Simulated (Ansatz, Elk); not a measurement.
## How far do independent atoms describe CdNi2N2?

Structure refinements treat a crystal as free atoms side by side. For a made-up structure of CdNi2N2 (cell and positions from a PBEsol relaxation) the runs below show what the calculated density changes in F(hkl).

Program: Elk 11.2.3 (patched build). Level of theory: DFT, PBE, all-electron APW+lo, Dirac cores, scalar-relativistic bands, static density, no spin. Results are calculated unless marked as measured.

The structure was built from a prototype and need not be the compound's stable phase.

**1. The structure**

Symmetry: I4/mmm, No. 139, tetragonal system. The conventional cell has a = 3.780 Å, b = 3.780 Å, c = 9.181 Å, α = 90.00°, β = 90.00°, γ = 90.00°. Nearest to Cd lie 2 N at 2.14 Å. Ni has 4 N at 1.90 Å nearest. Nearest to N lie 4 Ni at 1.90 Å and 1 Cd at 2.14 Å. Farther neighbours and most contacts between anions are not listed.

**2. Ground state and structure factors**

An all-electron density is needed, since X-rays see the cores too. Task 0 finds the density and task 195 Fourier-transforms it; tshift is off so that phases refer to the origin typed.

Contents of elk.in:

```
tasks
  0
  195

xctype
  20

spinpol
  .false.

rgkmax
  7.0

gmaxvr
  14.0

lmaxo
  7

lmaxapw
  8

swidth
  0.002

tshift
  .false.

ramdisk
  .false.

hmaxvr
  5.5

maxscl
  120

epspot
  1e-06

sppath
  './'

avec
  -3.57163205342 3.57163205342 8.67510147166
  3.57163205342 -3.57163205342 8.67510147166
  3.57163205342 3.57163205342 -8.67510147166

atoms
  3
  'Cd.in'
  1
  -0.0000000000 -0.0000000000 0.0000000000   0.000000 0.000000 0.000000
  'Ni.in'
  2
  0.2500000000 0.7500000000 0.5000000000   0.000000 0.000000 0.000000
  0.7500000000 0.2500000000 0.5000000000   0.000000 0.000000 0.000000
  'N.in'
  2
  0.2328466784 0.2328466784 0.0000000000   0.000000 0.000000 0.000000
  0.7671533216 0.7671533216 0.0000000000   0.000000 0.000000 0.000000

ngridk
  8 8 8
```

Launch:

```bash
OMP_NUM_THREADS=4 elk
```

Numbers of over 12 decimals in the logs are rounded to 6 here.

The program printed:

```text
┌─────────────────────────┐
│ Elk code version 11.2.3 │
└─────────────────────────┘

All units are atomic (Hartree, Bohr, etc.)

┌─────────────────────────────────────────────────┐
│ Ground-state run starting from atomic densities │
└─────────────────────────────────────────────────┘

Lattice vectors :
  -3.571632053       3.571632053       8.675101472
   3.571632053      -3.571632053       8.675101472
   3.571632053       3.571632053      -8.675101472

Reciprocal lattice vectors :
  0.6728809395E-17  0.8795958281      0.3621390094
  0.8795958281      0.6728809395E-17  0.3621390094
  0.8795958281      0.8795958281      0.4394451045E-17

Unit cell volume      :    442.6576544
Brillouin zone volume :   0.5603658063

Muffin-tin inner radius fraction :   0.1000000000E-01

Nuclei treated as point charges

Species : 1 (Cd)
 parameters loaded from : Cd.in
 name : cadmium
 nuclear charge    :   -48.00000000
 electronic charge :    48.00000000
 atomic mass :    204912.7176
 muffin-tin radius :    2.521240825
 number of radial points in muffin-tin :   1193
 inner part over the whole radius :   0.9927351773E-02
 number on inner part of muffin-tin    :    849
 approximate nuclear radius :   0.8708852602E-04
 number of mesh points to nuclear radius :    427
 atomic positions (lattice), magnetic fields (Cartesian) :
  1 :   0.00000000  0.00000000  0.00000000    0.00000000  0.00000000  0.00000000

Species : 2 (Ni)
 parameters loaded from : Ni.in
 name : nickel
 nuclear charge    :   -28.00000000
 electronic charge :    28.00000000
 atomic mass :    106991.5231
 muffin-tin radius :    2.019434422
 number of radial points in muffin-tin :    993
 inner part over the whole radius :   0.9983883326E-02
 number on inner part of muffin-tin    :    698
 approximate nuclear radius :   0.7325707712E-04
 number of mesh points to nuclear radius :    338
 atomic positions (lattice), magnetic fields (Cartesian) :
  1 :   0.25000000 -0.25000000  0.50000000    0.00000000  0.00000000  0.00000000
  2 :  -0.25000000  0.25000000  0.50000000    0.00000000  0.00000000  0.00000000

Species : 3 (N)
 parameters loaded from : N.in
 name : nitrogen
 nuclear charge    :   -7.000000000
 electronic charge :    7.000000000
 atomic mass :    25532.65216
 muffin-tin radius :    1.468696300
 number of radial points in muffin-tin :    593
 inner part over the whole radius :   0.9825836439E-02
 number on inner part of muffin-tin    :    404
 approximate nuclear radius :   0.4939692610E-04
 number of mesh points to nuclear radius :    172
 atomic positions (lattice), magnetic fields (Cartesian) :
  1 :   0.23284668  0.23284668  0.00000000    0.00000000  0.00000000  0.00000000
  2 :  -0.23284668 -0.23284668  0.00000000    0.00000000  0.00000000  0.00000000

Total number of atoms per unit cell :    5
Total muffin-tin volume :    162.6665992
 ratio of muffin-tin to unit cell volume :   0.3674772085

Spin treatment :
 spin-unpolarised

Number of Bravais lattice symmetries :   16
Number of crystal symmetries         :   16
Crystal has inversion symmetry
Real symmetric eigensolver will be used

k-point grid :      8     8     8
k-point offset :    0.000000000       0.000000000       0.000000000
k-point set is reduced with full crystal symmetry group
Total number of k-points :       59

Muffin-tin radius times maximum |G+k| :    7.000000000
 using average radius
Maximum |G+k| for APW functions       :    3.685179430
Maximum (1/2)|G+k|²                   :    6.790273717
Maximum |G| for potential and density :    14.00000000
Constant for pseudocharge density :    9
 order of it for each species :   16  16  16
 order of it for pair densities of each species (exact exchange by exxq0 0: 17) :   16  11   4
Radial integration step length :    1

G-vector grid sizes :     45    45    45
Number of G-vectors :    20503

Maximum angular momentum used for
 APW functions            :    8
 outer part of muffin-tin :    7
 inner part of muffin-tin :    2

Total nuclear charge    :   -118.0000000
[...]
electron entropic           :    -0.93892424390613E-03
 total energy                :     -8748.7539782501

Density of states at Fermi energy :    68.00661356
 (states/Hartree/unit cell)

Estimated indirect band gap :   0.1247554541E-02
 from k-point 18 to k-point 24
Estimated direct band gap   :   0.1253300968E-01
 at k-point 19

Charges :
 core                        :    58.00000000
 valence                     :    60.00000000
 interstitial                :    6.824506095
 muffin-tins (core leakage)
  species : 1 (Cd)
   atom 1                    :    45.97254442     (  0.3910761349E-03)
  species : 2 (Ni)
[...]
species : 3 (N)
[...]
total in muffin-tins        :    111.1754939
 total calculated charge     :    117.9918483
 total charge                :    118.0000000
 error                       :   0.8151715534E-02

RMS change in Kohn-Sham potential (target) :    1.339317575     (  0.1000000000E-05)
Absolute change in total energy (target)   :   0.1169744810     (  0.1000000000E-03)

[... loops 3 to 16 left out ...]

┌──────────────────┐
│ Loop number : 17 │
└──────────────────┘

Energies :
 Fermi                       :     0.239838
 sum of occupied eigenvalues :     -5164.2664988992
 electron kinetic            :      9066.7081930768
 core electron kinetic       :      8542.9609420603
 Coulomb                     :     -17518.101325794
 Coulomb potential           :     -13846.105919164
 nuclear-nuclear             :     -1058.1679996799
 electron-nuclear            :     -19101.285712787
 Hartree                     :      2641.3523866731
 Madelung                    :     -10595.048366212
 xc potential                :     -384.86877281216
 exchange                    :     -289.95888802748
 correlation                 :     -5.741777
 electron entropic           :    -0.85394425433111E-03
 total energy                :     -8747.0946512436

Density of states at Fermi energy :    63.15788206
 (states/Hartree/unit cell)

Estimated indirect band gap :   0.2299007520E-03
 from k-point 30 to k-point 55
Estimated direct band gap   :   0.8651045935E-02
 at k-point 28

Charges :
 core                        :    58.00000000
 valence                     :    60.00000000
 interstitial                :    7.457791654
 muffin-tins (core leakage)
  species : 1 (Cd)
[...]
species : 2 (Ni)
[...]
species : 3 (N)
[...]
total in muffin-tins        :    110.5422083
 total calculated charge     :    117.9925828
 total charge                :    118.0000000
 error                       :   0.7417248507E-02

RMS change in Kohn-Sham potential (target) :   0.7472639716E-06 (  0.1000000000E-05)
Absolute change in total energy (target)   :   0.8981454994E-04 (  0.1000000000E-03)

Convergence targets achieved

┌──────────────────┐
│ Loop number : 18 │
└──────────────────┘

Energies :
 Fermi                       :     0.239839
 sum of occupied eigenvalues :     -5164.2664648346
 electron kinetic            :      9066.7081939763
 core electron kinetic       :      8542.9609520112
 Coulomb                     :     -17518.101297531
 Coulomb potential           :     -13846.105926459
 nuclear-nuclear             :     -1058.1679996799
 electron-nuclear            :     -19101.285649015
 Hartree                     :      2641.3523511632
 Madelung                    :     -10595.048334301
 xc potential                :     -384.86873235143
 exchange                    :     -289.95888613022
 correlation                 :     -5.741777
 electron entropic           :    -0.85394309932196E-03
 total energy                :     -8747.0946201519

Density of states at Fermi energy :    63.15779404
 (states/Hartree/unit cell)

Estimated indirect band gap :   0.2299063734E-03
 from k-point 30 to k-point 55
Estimated direct band gap   :   0.8651035995E-02
 at k-point 28

Charges :
 core                        :    58.00000000
 valence                     :    60.00000000
 interstitial                :    7.457791722
 muffin-tins (core leakage)
  species : 1 (Cd)
[...]
species : 2 (Ni)
[...]
atom 2                    :    26.49377213     (  0.2084869896E-02)
  species : 3 (N)
   atom 1                    :    5.495479725     (  0.5813467531E-05)
   atom 2                    :    5.495479725     (  0.5813467531E-05)
 total in muffin-tins        :    110.5422083
 total calculated charge     :    117.9925828
 total charge                :    118.0000000
 error                       :   0.7417248743E-02

┌──────────────────────────────┐
│ Self-consistent loop stopped │
└──────────────────────────────┘

Warning : core states of species 1 leak from the muffin-tin :   0.3703230591E-03

Warning : core states of species 2 leak from the muffin-tin :   0.2084869896E-02

Wrote STATE.OUT
```

It took 47 s on 4 threads of Arm Neoverse V2, shared host; peak memory 0.22 GiB; 2.7 min of CPU time.

SFACRHO.OUT:

```text

h k l indices transformed by vhmat matrix:
   1.000000000       0.000000000       0.000000000    
   0.000000000       1.000000000       0.000000000    
   0.000000000       0.000000000       1.000000000    

      h      k      l  multipl.   |H|            Re(F)            Im(F)           |F|

      0      0      0      1   0.0000000       118.00000      0.78391734E-16   118.00000    
      1      1     -1      2  0.72427802      -19.342071     -0.32827239E-13   19.342071    
      0     -1      1      8  0.95122736       43.482770      -0.0000000       43.482770    
      0      0     -1      4   1.2439363       4.1906726     -0.56625425E-14   4.1906726    
      1      2     -2      8   1.3978522       35.306808     -0.26876102E-14   35.306808    
      0      2     -1      8   1.4394292       72.231030      0.70069837E-14   72.231030    
     -2     -2      2      2   1.4485560       88.685729     -0.57015730E-13   88.685729    
      1     -1      1      4   1.7591917       82.350631     -0.54738602E-14   82.350631    
      0      2     -2      8   1.9024547      -10.952234     -0.21884826E-13   10.952234    
     -2     -2      3      8   1.9093696       2.1700355      0.74869141E-14   2.1700355    
     -1      2     -1     16   1.9998972       33.870812      0.76788862E-15   33.870812    
      2      3     -3      8   2.0130339       36.435706      0.57591647E-14   36.435706    
      3      3     -3      2   2.1728341      -8.1340195     -0.21884826E-13   8.1340195    
     -1     -2      3     16   2.2469415       29.490572      0.15357772E-14   29.490572    
      3      1     -3      8   2.2788308       70.644332      0.35514849E-13   70.644332    
      0      0     -2      4   2.4878727       67.375641      0.82119661E-14   67.375641    
      4      2     -3      8   2.5037143       57.637767      0.44153596E-14   57.637767    
     -3      1      1      8   2.5911560      -7.6180788      0.95986078E-16   7.6180788
```

Elk indexes on the primitive cell of elk.in and gives |H| = 4π sin θ/λ in inverse bohr. Below, one row stands for each form hkl of the conventional cell (m members, Friedel mates merged), F is for one primitive cell and the density is static (no thermal factor). Free-atom factors are Waasmaier and Kirfel's, and R is Σm||F|−|F'||/Σm|F|.

```
hkl   m  sin θ/λ (Å⁻¹)  abs F, DFT  neutral atoms   diff.
002   2          0.109      19.342         18.492  +0.850
101   8          0.143      43.483         43.521  -0.038
110   4          0.187       4.191          4.014  +0.177
103   8          0.210      35.307         35.528  -0.221
112   8          0.216      72.231         72.683  -0.452
004   2          0.218      88.686         88.693  -0.007
200   4          0.265      82.351         82.242  +0.108
202   8          0.286      10.952         10.927  +0.025
114   8          0.287       2.170          1.784  +0.386
211  16          0.301      33.871         33.902  -0.031
105   8          0.303      36.436         36.382  +0.054
006   2          0.327       8.134          8.483  -0.349
213  16          0.338      29.491         29.503  -0.013
204   8          0.343      70.644         70.809  -0.165
```

**3. The highest occupied states alone**

An energy window below the Fermi level keeps the highest occupied states, to see at which angles they scatter; shallow core shells can lie inside it and anion s states outside. No new self-consistency is needed.

Changes to elk.in since step 2:

```diff
@@ -1,3 +1,2 @@
 tasks
-  0
   195
@@ -40,2 +39,5 @@
 
+wsfac
+  -0.201150 0.539840
+
 sppath
```

Launch:

```bash
OMP_NUM_THREADS=4 elk
```

The program printed:

```text
┌─────────────────────────────────┐
│ Elk code version 11.2.3 started │
└─────────────────────────────────┘

Info(readinput): the functional depends on the density's gradient
 muffin-tin radial points multiplied by    2.00000
 (not where nrmtscf is given)

┌────────────────────┐
│ Current task : 195 │
└────────────────────┘
Info(checkmt): changed muffin-tin radius of species 1 (Cd) from   2.6000 to   2.5212
Info(checkmt): changed muffin-tin radius of species 2 (Ni) from   2.4000 to   2.0194
Info(checkmt): changed muffin-tin radius of species 3 (N) from   1.8000 to   1.4687

Info(sfacrho): density structure factors written to SFACRHO.OUT

 Energy window :  -0.2011500000      0.5398400000

┌──────────────────┐
│ Elk code stopped │
└──────────────────┘
```

Elapsed: 7.2 s, on 4 threads; peak memory 0.17 GiB; 11 s of CPU time.

States within 12 eV below the Fermi level hold 38.00 electrons; any levels below the window count with the cores. Their amplitudes can exceed the total, where window and core parts have opposite phase:

```
hkl  sin θ/λ (Å⁻¹)  abs F, window  abs F, all
002          0.109         12.593      19.342
101          0.143          8.133      43.483
110          0.187          2.132       4.191
103          0.210          4.392      35.307
112          0.216         12.579      72.231
004          0.218         18.735      88.686
200          0.265         15.233      82.351
202          0.286          7.120      10.952
114          0.287          2.877       2.170
211          0.301          2.986      33.871
```

**4. Another functional**

The difference from free atoms is small, so it is set against the change that PBEsol makes.

Changes to elk.in since step 3:

```diff
@@ -1,2 +1,3 @@
 tasks
+  0
   195
@@ -4,3 +5,3 @@
 xctype
-  20
+  22
 
@@ -39,5 +40,2 @@
 
-wsfac
-  -0.201150 0.539840
-
 sppath
```

Launch:

```bash
OMP_NUM_THREADS=4 elk
```

The program printed:

```text
┌─────────────────────────┐
│ Elk code version 11.2.3 │
└─────────────────────────┘

All units are atomic (Hartree, Bohr, etc.)

┌─────────────────────────────────────────────────┐
│ Ground-state run starting from atomic densities │
└─────────────────────────────────────────────────┘

Lattice vectors :
  -3.571632053       3.571632053       8.675101472
   3.571632053      -3.571632053       8.675101472
   3.571632053       3.571632053      -8.675101472

Reciprocal lattice vectors :
  0.6728809395E-17  0.8795958281      0.3621390094
[...]
species : 3 (N)
   atom 1                    :    5.472339922     (  0.6006193592E-05)
   atom 2                    :    5.472339922     (  0.6006193592E-05)
 total in muffin-tins        :    110.5007564
 total calculated charge     :    117.9925464
 total charge                :    118.0000000
 error                       :   0.7453629031E-02

┌──────────────────────────────┐
│ Self-consistent loop stopped │
└──────────────────────────────┘

Warning : core states of species 1 leak from the muffin-tin :   0.3740915500E-03

Warning : core states of species 2 leak from the muffin-tin :   0.2124286939E-02

Wrote STATE.OUT
[key lines of the parts left out:]
total energy                :     -8741.5624695288
```

It took 48 s on 4 threads; peak memory 0.21 GiB.

Against the first run R = 0.02 %; the largest change is -0.076 at 200.

**5. Basis size**

A smaller basis shows how fast F responds to it; the change is likely larger than the basis error of the first run, but doesn't show convergence.

Changes to elk.in since step 4:

```diff
@@ -5,3 +5,3 @@
 xctype
-  22
+  20
 
@@ -11,3 +11,3 @@
 rgkmax
-  7.0
+  5.5
```

Launch:

```bash
OMP_NUM_THREADS=4 elk
```

The program printed:

```text
┌─────────────────────────┐
│ Elk code version 11.2.3 │
└─────────────────────────┘

All units are atomic (Hartree, Bohr, etc.)

┌─────────────────────────────────────────────────┐
│ Ground-state run starting from atomic densities │
└─────────────────────────────────────────────────┘

Lattice vectors :
  -3.571632053       3.571632053       8.675101472
   3.571632053      -3.571632053       8.675101472
   3.571632053       3.571632053      -8.675101472

Reciprocal lattice vectors :
  0.6728809395E-17  0.8795958281      0.3621390094
[...]
species : 3 (N)
   atom 1                    :    5.426744627     (  0.5770539547E-05)
   atom 2                    :    5.426744627     (  0.5770539547E-05)
 total in muffin-tins        :    110.2898204
 total calculated charge     :    117.9932931
 total charge                :    118.0000000
 error                       :   0.6706901784E-02

┌──────────────────────────────┐
│ Self-consistent loop stopped │
└──────────────────────────────┘

Warning : core states of species 1 leak from the muffin-tin :   0.3699711314E-03

Warning : core states of species 2 leak from the muffin-tin :   0.2078374280E-02

Wrote STATE.OUT
[key lines of the parts left out:]
total energy                :     -8746.8642945481
```

Elapsed: 37 s, on 4 threads; peak memory 0.19 GiB.

Against the first run R = 0.08 %; the largest change is -0.117 at 200.

**6. Settings against the effect**

```
          run  R against the first run (%)  R against neutral atoms, low angle (%)  wall time
PBE, rgkmax 7                         0.00                                    0.63       47 s
       PBEsol                         0.02                                    0.60       48 s
   rgkmax 5.5                         0.08                                    0.61       37 s
```

**7. Outcome**

- R against neutral atoms, sin θ/λ < 0.3 Å⁻¹: 0.63 %
- R against neutral atoms, 0.3 to 0.82 Å⁻¹: 0.43 %

Independent neutral atoms miss the calculated amplitudes by R = 0.63 % below 0.3 Å⁻¹ and 0.43 % from there to 0.82 Å⁻¹; by shells, 0.52 % below 0.15 Å⁻¹ (2 forms), 0.66 % 0.15 to 0.3 (7 forms), 0.25 % 0.3 to 0.45 (17 forms), 0.47 % above 0.45 (93 forms). Bonding, aspherical density and the tables' own atoms all enter these figures, and the runs don't part them. The largest change of an amplitude is +0.85 electrons, at 002. Weak lines can change much in proportion: 118 goes from 1.10 to 1.54. The window's part falls from 38.0 electrons at the origin to at most 3.31 between 0.45 and 0.82 Å⁻¹, where compact states inside the window still scatter. Below 0.3 Å⁻¹ the changes that finished (PBEsol and rgkmax 5.5) move F by R = 0.12 % at most, against the 0.63 % that separates it from free atoms. The k-mesh has no finished test. These runs have no spin, though d or f shells may be open. Part of the difference isn't bonding: the tables are fits to free atoms and ions calculated by other methods than this functional. Thermal motion, anomalous dispersion and extinction are left out.

[Logs are printed without paths, hosts, clocks, repeated set-up lines and the standing remarks that a program may print on its own settings, such as how far it seeks lower states.]

[Hosts, paths, dates, database ids (printed as entryN), source tags and the programs' standing remarks are cut or masked in the printed files.]
